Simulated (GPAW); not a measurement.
# Quasiparticle gap of Ga2S3 (Cc) in GPAW

How does a plane-wave GW calculation on Ga2S3 (Cc) run from the first input to the gap?

Calculated with GPAW 26.7.0; LDA and many-body steps on it, plane waves.

## 1. The structure

It takes space group Cc (No. 9, monoclinic). Conventional cell: a = 11.107 Å, b = 6.395 Å, c = 7.021 Å, α = 90.00°, β = 121.17°, γ = 90.00°. Nearest to Ga lie 4 S at 2.19 to 2.33 Å. Ga has 4 S at 2.20 to 2.32 Å nearest. Nearest to S lie 2 Ga at 2.19 to 2.20 Å. Nearest to S lie 3 Ga at 2.31 to 2.32 Å. Nearest to S lie 3 Ga at 2.31 to 2.33 Å. Farther neighbours and most contacts between anions are not listed.

The cell and positions come from the Crystallography Open Database and are kept as given unless a step says otherwise.

## 2. Ground state

This step: GPAW 26.7.0; DFT, LDA, plane waves, PAW.

The ground-state density comes first.

The input, run.py:

```python
import json
import numpy as np
from gpaw.mpi import world
from ase import Atoms
from gpaw import GPAW, PW, FermiDirac

atoms = Atoms(['Ga', 'Ga', 'Ga', 'Ga', 'S', 'S', 'S', 'S', 'S', 'S'],
    cell=[[5.5535000000, -3.1975000000, 0.0000000000],
      [5.5535000000, 3.1975000000, 0.0000000000],
      [-3.6339226554, 0.0000000000, 6.0074160114]],
    scaled_positions=[[0.6397900000, 0.4444700000, 0.1251200000],
      [0.4444700000, 0.6397900000, 0.6251200000],
      [0.2682000000, 0.1323200000, 0.1155900000],
      [0.1323200000, 0.2682000000, 0.6155900000],
      [0.9089000000, 0.0811000000, 0.9838000000],
      [0.0811000000, 0.9089000000, 0.4838000000],
      [0.4303000000, 0.2453000000, 0.4999000000],
      [0.2453000000, 0.4303000000, 0.9999000000],
      [0.5901000000, 0.7581000000, 0.0084000000],
      [0.7581000000, 0.5901000000, 0.5084000000]],
    pbc=(True, True, True))
calc = GPAW(mode=PW(450),
    xc='LDA',
    kpts={'size': (4, 4, 4), 'gamma': True},
    occupations=FermiDirac(0.001),
    nbands=-11,
    convergence={'density': 1e-6, 'bands': -3},
    maxiter=100,
    txt='gs.txt')
atoms.calc = calc
res = {'energy': atoms.get_potential_energy(), 'forces': atoms.get_forces(), 'stress': atoms.get_stress()}
kpts = calc.get_ibz_k_points()
res['kpts'] = kpts
res['eigenvalues'] = [calc.get_eigenvalues(kpt=k) for k in range(len(kpts))]
res['n_electrons'] = calc.get_number_of_electrons()
calc.write('gs.gpw')

if world.rank == 0:
    with open('result.json', 'w') as f:
        json.dump(res, f, default=lambda x: x.tolist())
```

On the command line:

```sh
$ mpirun -n 8 gpaw python run.py
```

Numbers of over 12 decimals in the logs are rounded to 6 here.

The log of the run:

```text
__  _  _
 | _ |_)|_||  |
 |__||  | ||/\| - 26.7.0

Input parameters:
  mode=PW(ecut=450.000000),
  convergence={'density': 1e-06, 'bands': -3},
  kpts=MonkhorstPack(size=(4, 4, 4), gamma=True),
  maxiter=100,
  nbands=-11,
  occupations=Occupations(name='fermi-dirac', width=0.001, fixmagmom=False),
  xc=XC(name='LDA')
  [... matrices ...]
Diagonalizing LCAO Hamiltonian
Converting LCAO to pw mode

          S

            S       S
         Ga       Ga
             S        S

             Ga       Ga   S

Atoms  # Å, Bohr magnetons
|   | symbol |         x |         y |        z |    initial magnetic moments |
| 0 |     Ga |  5.566762 | -0.624536 | 0.751648 | ( 0.0000,  0.0000,  0.0000) |
| 1 |     Ga |  3.749800 |  0.624536 | 3.755356 | ( 0.0000,  0.0000,  0.0000) |
| 2 |     Ga |  1.804243 | -0.434476 | 0.694397 | ( 0.0000,  0.0000,  0.0000) |
| 3 |     Ga | -0.012719 |  0.434476 | 3.698105 | ( 0.0000,  0.0000,  0.0000) |
| 4 |      S |  1.922912 | -2.646891 | 5.910096 | ( 0.0000,  0.0000,  0.0000) |
| 5 |      S |  3.739873 |  2.646891 | 2.906388 | ( 0.0000,  0.0000,  0.0000) |
| 6 |      S |  1.935347 | -0.591538 | 3.003107 | ( 0.0000,  0.0000,  0.0000) |
| 7 |      S |  0.118385 |  0.591538 | 6.006815 | ( 0.0000,  0.0000,  0.0000) |
| 8 |      S |  7.456704 |  0.537180 | 0.050462 | ( 0.0000,  0.0000,  0.0000) |
| 9 |      S |  5.639742 | -0.537180 | 3.054170 | ( 0.0000,  0.0000,  0.0000) |

Unit cell  # Å
| periodic |         x |         y |        z |  lengths |     angles |
|      yes |  5.553500 | -3.197500 | 0.000000 | 6.408227 | 116.650344 |
|      yes |  5.553500 |  3.197500 | 0.000000 | 6.408227 | 116.650344 |
|      yes | -3.633923 |  0.000000 | 6.007416 | 7.021000 |  59.863493 |

Number of symmetries: 1
Symmetry operations  # r_c * U_cc + t_c -> r_c
|   | kind |            matrix            |
| 0 |  E   |  1, 0, 0,  0, 1, 0,  0, 0, 1 |

BZ-sampling:
  Number of BZ points: 64
  Number of IBZ points: 36

  Monkhorst-Pack size: [4, 4, 4]
  Monkhorst-Pack shift: [0.125, 0.125, 0.125]

K-points  # in reciprocal-cell coordinates
|     |                                coordinates |     weight |
|   0 | (  0.00000000,   0.00000000,   0.00000000) | 0.01562500 |
|   1 | (  0.00000000,   0.00000000,   0.25000000) | 0.03125000 |
|   2 | (  0.00000000,   0.00000000,   0.50000000) | 0.01562500 |
|   3 | (  0.00000000,   0.25000000,  -0.25000000) | 0.03125000 |
|   4 | (  0.00000000,   0.25000000,   0.00000000) | 0.03125000 |
|   5 | (  0.00000000,   0.25000000,   0.25000000) | 0.03125000 |
|   6 | (  0.00000000,   0.25000000,   0.50000000) | 0.03125000 |
|   7 | (  0.00000000,   0.50000000,   0.00000000) | 0.01562500 |
|   8 | (  0.00000000,   0.50000000,   0.25000000) | 0.03125000 |
|   9 | (  0.00000000,   0.50000000,   0.50000000) | 0.01562500 |
| ... |                                            |            |
|  35 | (  0.50000000,   0.50000000,   0.50000000) | 0.01562500 |

Plane wave coefficients: 4660
Cutoff: 450.000000 eV

Spin-components: 1 (collinear spins)
Bands:           35
Projectors:      50
Spin-degeneracy: 2
Datatype:        complex128

  Storage: CPU
  Wave functions: 92_675_520 bytes (11_584_440 per core)
  Projectors: 76_788_288 bytes (9_598_536 per core)
  [... matrices ...]
Parallelization:
  kpt:    4
  domain: 2
  band:   1

Density:
  Valence electrons: 48.0
  Components: 1
  Grid points: [32 32 35]
  Charge: 0.0  # |e|

Potential:
  Grid points: [32 32 35]

species:
  Ga:
    name:    Gallium
    Z:       31.0
    valence: 3
    core:    28
    charge:  0.0  # [|e|]
    compensation charges:
      type: gauss
      rc: 0.37  # [Å]
      lmax: 2
    cutoffs:
      filter: 2.06  # [Å]
      core: 4.17  # [Å]
    projectors
    | kind |    occ | energy [eV] | rcut [Å] |
    |   4s |  2.000 |      -9.167 |    1.164 |
    |   4p |  1.000 |      -2.734 |    1.164 |
    |    s |        |      18.045 |    1.164 |
    |    p |        |      24.478 |    1.164 |
    |    d |        |       0.000 |    1.164 |

    Using partial waves for Ga as LCAO basis

  S:
    name:    Sulfur
    Z:       16.0
    valence: 6
    core:    10
    charge:  0.0  # [|e|]
    compensation charges:
      type: gauss
      rc: 0.24  # [Å]
      lmax: 2
    cutoffs:
      filter: 1.77  # [Å]
      core: 1.66  # [Å]
    projectors
    | kind |    occ | energy [eV] | rcut [Å] |
    |   3s |  2.000 |     -17.278 |    0.974 |
    |   3p |  4.000 |      -7.106 |    0.979 |
    |    s |        |       9.933 |    0.974 |
    |    p |        |      20.105 |    0.979 |
    |    d |        |       0.000 |    0.900 |

    Using partial waves for S as LCAO basis

Reference energy: -276179.728072  # eV

eigensolver:
  PPCG
  Converge bands: -3
  niter=2

density mixing:
  MSR1-Mixer
  Pratt-step length: 0.05
  Maximum mixing coefficient: 0.75
  Old densities: 10
  SVD Regularization: 0.005
  Good broyden scale: 1.0
  Trust region scale: 1.0
  Backstep threshold: 4.0
  History deletion threshold: 6.0
  Fourier metric: weight=20.0, sigma=0.015

occupation numbers:
  Fermi-Dirac:
    width: 0.0010  # eV

poisson solver:
  ecut: 3600.000000  # eV

xc functional:
  name: None

Initialization done in: 1.361 s

convergence criteria:
- Maximum integral of absolute [dens]ity change: 1e-06 electrons / valence electron
- Maximum [total energy] change in last 3 cyles: 0.0005 eV / valence electron
- Maximum integral of absolute [eigenst]ate change: 4e-08 eV^2 / valence electron
maximum number of iterations: 100

SCF iterations
|iter     |     time |      energy | eigst |  dens |
|iter:   1|  |  -50.383117 | +0.50 |       |
|iter:   2|  |  -50.140349 | -1.01 | -0.91 |
|iter:   3|  |  -49.026974 | -1.25 | -0.96 |
|iter:   4|  |  -48.907029 | -1.88 | -1.40 |
|iter:   5|  |  -48.899888 | -2.90 | -1.84 |
|iter:   6|  |  -48.898901c| -3.52 | -2.30 |
|iter:   7|  |  -48.898748c| -4.21 | -2.78 |
|iter:   8|  |  -48.898753c| -4.96 | -3.27 |
|iter:   9|  |  -48.898753c| -5.39 | -4.11 |
|iter:  10|  |  -48.898753c| -5.83 | -4.54 |
|iter:  11|  |  -48.898753c| -6.54 | -4.94 |
|iter:  12|  |  -48.898753c| -7.03 | -5.67 |
|iter:  13|  |  -48.898753c| -7.26 | -6.18c|
|iter:  14|  |  -48.898753c| -7.75c| -6.75c|

Converged in 14 steps
SCF loop duration: 18.174 s (1.298 s/step)
Energy contributions relative to reference atoms: (reference = -276179.728072)
  [... matrices ...]
Energy contributions:
  Kinetic:         106.436711
  Coulomb:         -96.736761
  Zero:              0.353900
  External:          0.000000
  Xc:              -58.952603
  Entropy:          -0.000000
  Spinorbit:         0.000000
  ----------------------------
  Free energy:     -48.898753
  Extrapolated:    -48.898753

dipole moment: (-18.013695, 0.000000, 10.109615)  # |e|*Ang

Fermi level: 4.314
Eigenvalues  # (at kpt = [0.000, 0.000, 0.000])
| band index |      eig [eV] | occ [0-2] |
|          0 |       -10.285 |     2.000 |
|        ... |               |           |
|         16 |         1.248 |     2.000 |
|         17 |         1.736 |     2.000 |
|         18 |         2.247 |     2.000 |
|         19 |         2.529 |     2.000 |
|         20 |         2.829 |     2.000 |
|         21 |         3.207 |     2.000 |
|         22 |         3.353 |     2.000 |
|         23 |         3.888 |     2.000 |
|         24 |         5.583 |     0.000 |
[...]
|         31 |         9.248 |     0.000 |
|        ... |               |           |
|         34 |        10.198 |     0.000 |

Gap: 1.695 eV
Transition (v -> c):
  (s=0, k=0, n=23, [0.00, 0.00, 0.00]) -> (s=0, k=0, n=24, [0.00, 0.00, 0.00])
No difference between direct/indirect transitions

Forces  # eV/Ang
|        x |        y |        z |
| -0.01771 |  0.15862 |  0.01362 |  # Ga   0
| -0.01771 | -0.15862 |  0.01362 |  # Ga   1
|  0.10501 | -0.01521 |  0.01396 |  # Ga   2
|  0.10501 |  0.01521 |  0.01396 |  # Ga   3
| -0.19814 | -0.16770 | -0.23693 |  # S    4
| -0.19813 |  0.16770 | -0.23693 |  # S    5
|  0.01539 | -0.15272 |  0.08447 |  # S    6
|  0.01539 |  0.15272 |  0.08446 |  # S    7
|  0.09544 | -0.09074 |  0.12488 |  # S    8
|  0.09544 |  0.09074 |  0.12488 |  # S    9

Force computation time: 0.225  # s

Stress tensor  # eV/Ang^3
|         x |         y |         z |
|  0.000772 |  0.000000 | -0.002093 |
|  0.000000 | -0.001305 |  0.000000 |
| -0.002093 |  0.000000 |  0.001320 |

Stress computation time: 1.145  # s

# Writing to gs.gpw (mode='')
  [... matrices ...]
```

Wall time 23 s (8 MPI ranks of Arm Neoverse V2, shared host); peak memory 1.6 GiB.

Numbers from this step:

* total energy: -48.90 eV
* gap: 1.695 eV
* k of the valence top: 0, 0, 0
* k of the conduction bottom: 0, 0, 0
* least direct gap: 1.695 eV
* pressure: -0.04200 GPa

The gap is direct, at Γ.

## 3. Bands along the symmetry lines

The cheap functional maps the bands first; the places of the edges decide which points the dearer methods must see.

The input, run.py:

```python
import json
import numpy as np
from gpaw.mpi import world
from gpaw import GPAW

path = [[0.000000, 0.000000, 0.000000],
    [-0.045400, 0.045400, 0.000000],
    [-0.090800, 0.090800, 0.000000],
    [-0.136200, 0.136200, 0.000000],
    [-0.181600, 0.181600, 0.000000],
    [-0.227001, 0.227001, 0.000000],
    [-0.272401, 0.272401, 0.000000],
    [-0.317801, 0.317801, 0.000000],
    [-0.363201, 0.363201, 0.000000],
    [-0.636799, -0.363201, 0.000000],
    [-0.619699, -0.380301, 0.000000],
    [-0.602599, -0.397401, 0.000000],
    [-0.585499, -0.414501, 0.000000],
    [-0.568400, -0.431600, 0.000000],
    [-0.551300, -0.448700, 0.000000],
    [-0.534200, -0.465800, 0.000000],
    [-0.517100, -0.482900, 0.000000],
    [-0.500000, -0.500000, 0.000000],
    [-0.437500, -0.437500, 0.000000],
    [-0.375000, -0.375000, 0.000000],
    [-0.312500, -0.312500, 0.000000],
    [-0.250000, -0.250000, 0.000000],
    [-0.187500, -0.187500, 0.000000],
    [-0.125000, -0.125000, 0.000000],
    [-0.062500, -0.062500, 0.000000],
    [0.000000, 0.000000, 0.000000],
    [-0.062500, -0.062500, 0.062500],
    [-0.125000, -0.125000, 0.125000],
    [-0.187500, -0.187500, 0.187500],
    [-0.250000, -0.250000, 0.250000],
    [-0.312500, -0.312500, 0.312500],
    [-0.375000, -0.375000, 0.375000],
    [-0.437500, -0.437500, 0.437500],
    [-0.500000, -0.500000, 0.500000],
    [-0.528686, -0.471314, 0.500000],
    [-0.557372, -0.442628, 0.500000],
    [-0.586058, -0.413942, 0.500000],
    [-0.614744, -0.385256, 0.500000],
    [-0.643430, -0.356570, 0.500000],
    [-0.672115, -0.327885, 0.500000],
    [-0.700801, -0.299199, 0.500000],
    [-0.729487, -0.270513, 0.500000],
    [-0.270513, 0.270513, 0.500000],
    [-0.236699, 0.236699, 0.500000],
    [-0.202885, 0.202885, 0.500000],
    [-0.169070, 0.169070, 0.500000],
    [-0.135256, 0.135256, 0.500000],
    [-0.101442, 0.101442, 0.500000],
    [-0.067628, 0.067628, 0.500000],
    [-0.033814, 0.033814, 0.500000],
    [0.000000, 0.000000, 0.500000],
    [0.000000, 0.000000, 0.437500],
    [0.000000, 0.000000, 0.375000],
    [0.000000, 0.000000, 0.312500],
    [0.000000, 0.000000, 0.250000],
    [0.000000, 0.000000, 0.187500],
    [0.000000, 0.000000, 0.125000],
    [0.000000, 0.000000, 0.062500],
    [0.000000, 0.000000, 0.000000],
    [-0.500000, 0.000000, 0.500000],
    [-0.437500, 0.000000, 0.437500],
    [-0.375000, 0.000000, 0.375000],
    [-0.312500, 0.000000, 0.312500],
    [-0.250000, 0.000000, 0.250000],
    [-0.187500, 0.000000, 0.187500],
    [-0.125000, 0.000000, 0.125000],
    [-0.062500, 0.000000, 0.062500],
    [0.000000, 0.000000, 0.000000],
    [-0.062500, 0.000000, 0.000000],
    [-0.125000, 0.000000, 0.000000],
    [-0.187500, 0.000000, 0.000000],
    [-0.250000, 0.000000, 0.000000],
    [-0.312500, 0.000000, 0.000000],
    [-0.375000, 0.000000, 0.000000],
    [-0.437500, 0.000000, 0.000000],
    [-0.500000, 0.000000, -0.000000]]
calc = GPAW('gs.gpw').fixed_density(kpts=path,
    symmetry='off',
    nbands=34,
    convergence={'bands': 30},
    txt='bands.txt')
res = {}
kpts = calc.get_ibz_k_points()
res['kpts'] = kpts
res['eigenvalues'] = [calc.get_eigenvalues(kpt=k) for k in range(len(kpts))]
res['n_electrons'] = calc.get_number_of_electrons()

if world.rank == 0:
    with open('result.json', 'w') as f:
        json.dump(res, f, default=lambda x: x.tolist())
```

On the command line:

```sh
$ mpirun -n 8 gpaw python run.py
```

The log of the run:

```text
Diagonalizing LCAO Hamiltonian
Converting LCAO to pw mode
convergence criteria:
- Maximum integral of absolute [eigenst]ate change: 4e-08 eV^2 / valence electron
maximum number of iterations: 100

SCF iterations
|iter     |     time |      energy | eigst |  dens |
|iter:   1|  |             | +0.36 |       |
|iter:   2|  |             | -1.18 |       |
|iter:   3|  |             | -2.21 |       |
[...]
|iter:  14|  |             | -6.90 |       |
|iter:  15|  |             | -7.25 |       |
|iter:  16|  |             | -7.58c|       |
SCF steps: 16
  __  _  _
 | _ |_)|_||  |
 |__||  | ||/\| - 26.7.0

Input parameters:
  mode=PW(ecut=450.000000),
  convergence={'bands': 30},
  gpts=array([32, 32, 35]),
  kpts=KPoints(kpts=array([[ 0.      ,  0.      ,  0.      ],
         [-0.0454  ,  0.0454  ,  0.      ],
         [-0.0908  ,  0.0908  ,  0.      ],
         [-0.1362  ,  0.1362  ,  0.      ],
[...]
[-0.227001,  0.227001,  0.      ],
         [-0.272401,  0.272401,  0.      ],
         [-0.317801,  0.317801,  0.      ],
[...]
[ 0.      ,  0.      ,  0.      ],
[...]
[-0.067628,  0.067628,  0.5     ],
         [-0.033814,  0.033814,  0.5     ],
         [ 0.      ,  0.      ,  0.5     ],
         [ 0.      ,  0.      ,  0.4375  ],
[...]
[ 0.      ,  0.      ,  0.      ],
[...]
[ 0.      ,  0.      ,  0.      ],
[...]
[-0.375   ,  0.      ,  0.      ],
         [-0.4375  ,  0.      ,  0.      ],
         [-0.5     ,  0.      , -0.      ]])),
  maxiter=100,
  nbands=34,
  occupations=Occupations(name='fermi-dirac', width=0.001, fixmagmom=False),
  parallel={},
  symmetry=Symmetry(point_group=False, time_reversal=False),
  xc=XC(name='LDA')
```

The job ended after 39 s (8 MPI ranks; peak memory 2 GiB; 5.1 min of CPU time).

This step gave:

```
gap                        : 1.694 eV
k of the valence top       : -0.0454, 0.0454, 0
k of the conduction bottom : 0, 0, 0
least direct gap           : 1.695 eV
```

The gap is 1.694 eV, as in the run before at this level.

Electronic bands along the path, in eV, zero at the top of the highest filled band:

```csv
point,band 21,band 22,band 23,band 24,band 25,band 26,band 27,band 28
Γ,-1.06,-0.68,-0.54,0.00,1.69,2.22,3.02,3.28
halfway,-1.68,-1.11,-0.86,-0.04,2.42,2.53,2.82,3.31
C,-1.54,-1.30,-1.17,-0.22,2.29,2.50,2.61,2.96
jump to C2,-1.54,-1.30,-1.17,-0.22,2.29,2.50,2.61,2.96
halfway,-1.68,-1.47,-1.36,-0.25,2.47,2.69,2.91,3.14
Y2,-1.80,-1.51,-1.48,-0.26,2.51,2.82,3.05,3.37
halfway,-1.44,-1.44,-0.85,-0.18,2.59,2.82,3.15,3.22
Γ,-1.06,-0.68,-0.54,0.00,1.69,2.22,3.02,3.28
halfway,-1.26,-1.20,-0.70,-0.26,2.33,2.86,2.90,3.19
M2,-1.51,-1.51,-0.59,-0.59,2.41,2.41,3.23,3.23
halfway,-1.32,-1.32,-0.61,-0.61,2.40,2.40,2.85,2.85
D,-1.44,-1.44,-0.66,-0.66,2.57,2.57,2.92,2.92
jump to D2,-1.44,-1.44,-0.66,-0.66,2.57,2.57,2.92,2.92
halfway,-1.52,-1.52,-0.71,-0.71,3.12,3.12,3.56,3.56
A,-1.14,-1.14,-0.62,-0.62,2.82,2.82,3.53,3.53
halfway,-1.06,-1.04,-0.62,-0.33,2.37,2.50,3.24,3.39
Γ,-1.06,-0.68,-0.54,0.00,1.69,2.22,3.02,3.28
jump to L2,-1.69,-1.18,-0.95,-0.62,2.39,2.86,3.32,3.43
halfway,-1.54,-1.02,-0.87,-0.26,2.60,2.89,2.95,3.27
Γ,-1.06,-0.68,-0.54,0.00,1.69,2.22,3.02,3.28
halfway,-1.54,-1.12,-0.81,-0.05,2.40,2.60,2.92,3.34
V2,-1.50,-1.38,-1.21,-0.13,2.36,2.46,3.03,3.28
```

## 4. Empty states on the mesh, 4×4×2 mesh, 263 bands

The sums over transitions need many empty states on a uniform mesh; this step solves for them.

The input, run.py:

```python
import json
import numpy as np
from gpaw.mpi import world
from gpaw import GPAW

calc = GPAW('gs.gpw').fixed_density(kpts={'size': (4, 4, 2), 'gamma': True},
    nbands=306,
    convergence={'bands': 263},
    update_fermi_level=True,
    txt='nscf.txt')
calc.write('full.gpw', mode='all')
res = {}
kpts = calc.get_ibz_k_points()
res['kpts'] = kpts
res['eigenvalues'] = [calc.get_eigenvalues(kpt=k) for k in range(len(kpts))]
res['n_electrons'] = calc.get_number_of_electrons()

if world.rank == 0:
    with open('result.json', 'w') as f:
        json.dump(res, f, default=lambda x: x.tolist())
```

On the command line:

```sh
$ mpirun -n 8 gpaw python run.py
```

The log of the run:

```text
Diagonalizing LCAO Hamiltonian
Converting LCAO to pw mode
convergence criteria:
- Maximum integral of absolute [eigenst]ate change: 4e-08 eV^2 / valence electron
maximum number of iterations: 100

SCF iterations
|iter     |     time |      energy | eigst |  dens |
|iter:   1|  |             | +4.17 |       |
|iter:   2|  |             | +2.99 |       |
|iter:   3|  |             | +1.88 |       |
[...]
|iter:  14|  |             | -6.80 |       |
|iter:  15|  |             | -7.38 |       |
|iter:  16|  |             | -7.59c|       |
SCF steps: 16
  __  _  _
 | _ |_)|_||  |
 |__||  | ||/\| - 26.7.0

Input parameters:
  mode=PW(ecut=450.000000),
  convergence={'bands': 263},
  gpts=array([32, 32, 35]),
  kpts=MonkhorstPack(size=(4, 4, 2), gamma=True),
  maxiter=100,
  nbands=306,
  occupations=Occupations(name='fermi-dirac', width=0.001, fixmagmom=False),
  parallel={},
  xc=XC(name='LDA')
# Writing to full.gpw (mode='all')
  [... matrices ...]

timing:  # [seconds]
  Total: 0.275  # ━━━━━━━━━━━━━━━━━━━━━━━━━━━━━━━━━━━━━━━━━━━━━━━━━━━━━━━━━━━
```

Elapsed: 2.8 min, on 8 MPI ranks; peak memory 2.2 GiB.

This step gave:

```yaml
gap: 1.695 eV
k_of_the_valence_top: 0, 0, 0
k_of_the_conduction_bottom: 0, 0, 0
least_direct_gap: 1.695 eV
k_points_computed: 20
lowest_point_of_the_top_converged_band_above_the_valence_top: 53.9445 eV
```

On this mesh the gap is 1.695 eV.

(Continued in part 2 of 2.)

[Paths, hosts, dates, memory and timing lines, banners, echoed tables and standing remarks are left out of the program output.]

[Logs are printed without paths, hosts, clocks, repeated set-up lines and the standing remarks that a program may print on its own settings, such as how far it seeks lower states.]

[Runs of the session that timed out or met a known fault of the program may be left out.]

[Hosts, paths, dates, database ids (printed as entryN), source tags and the programs' standing remarks are cut or masked in the printed files.]
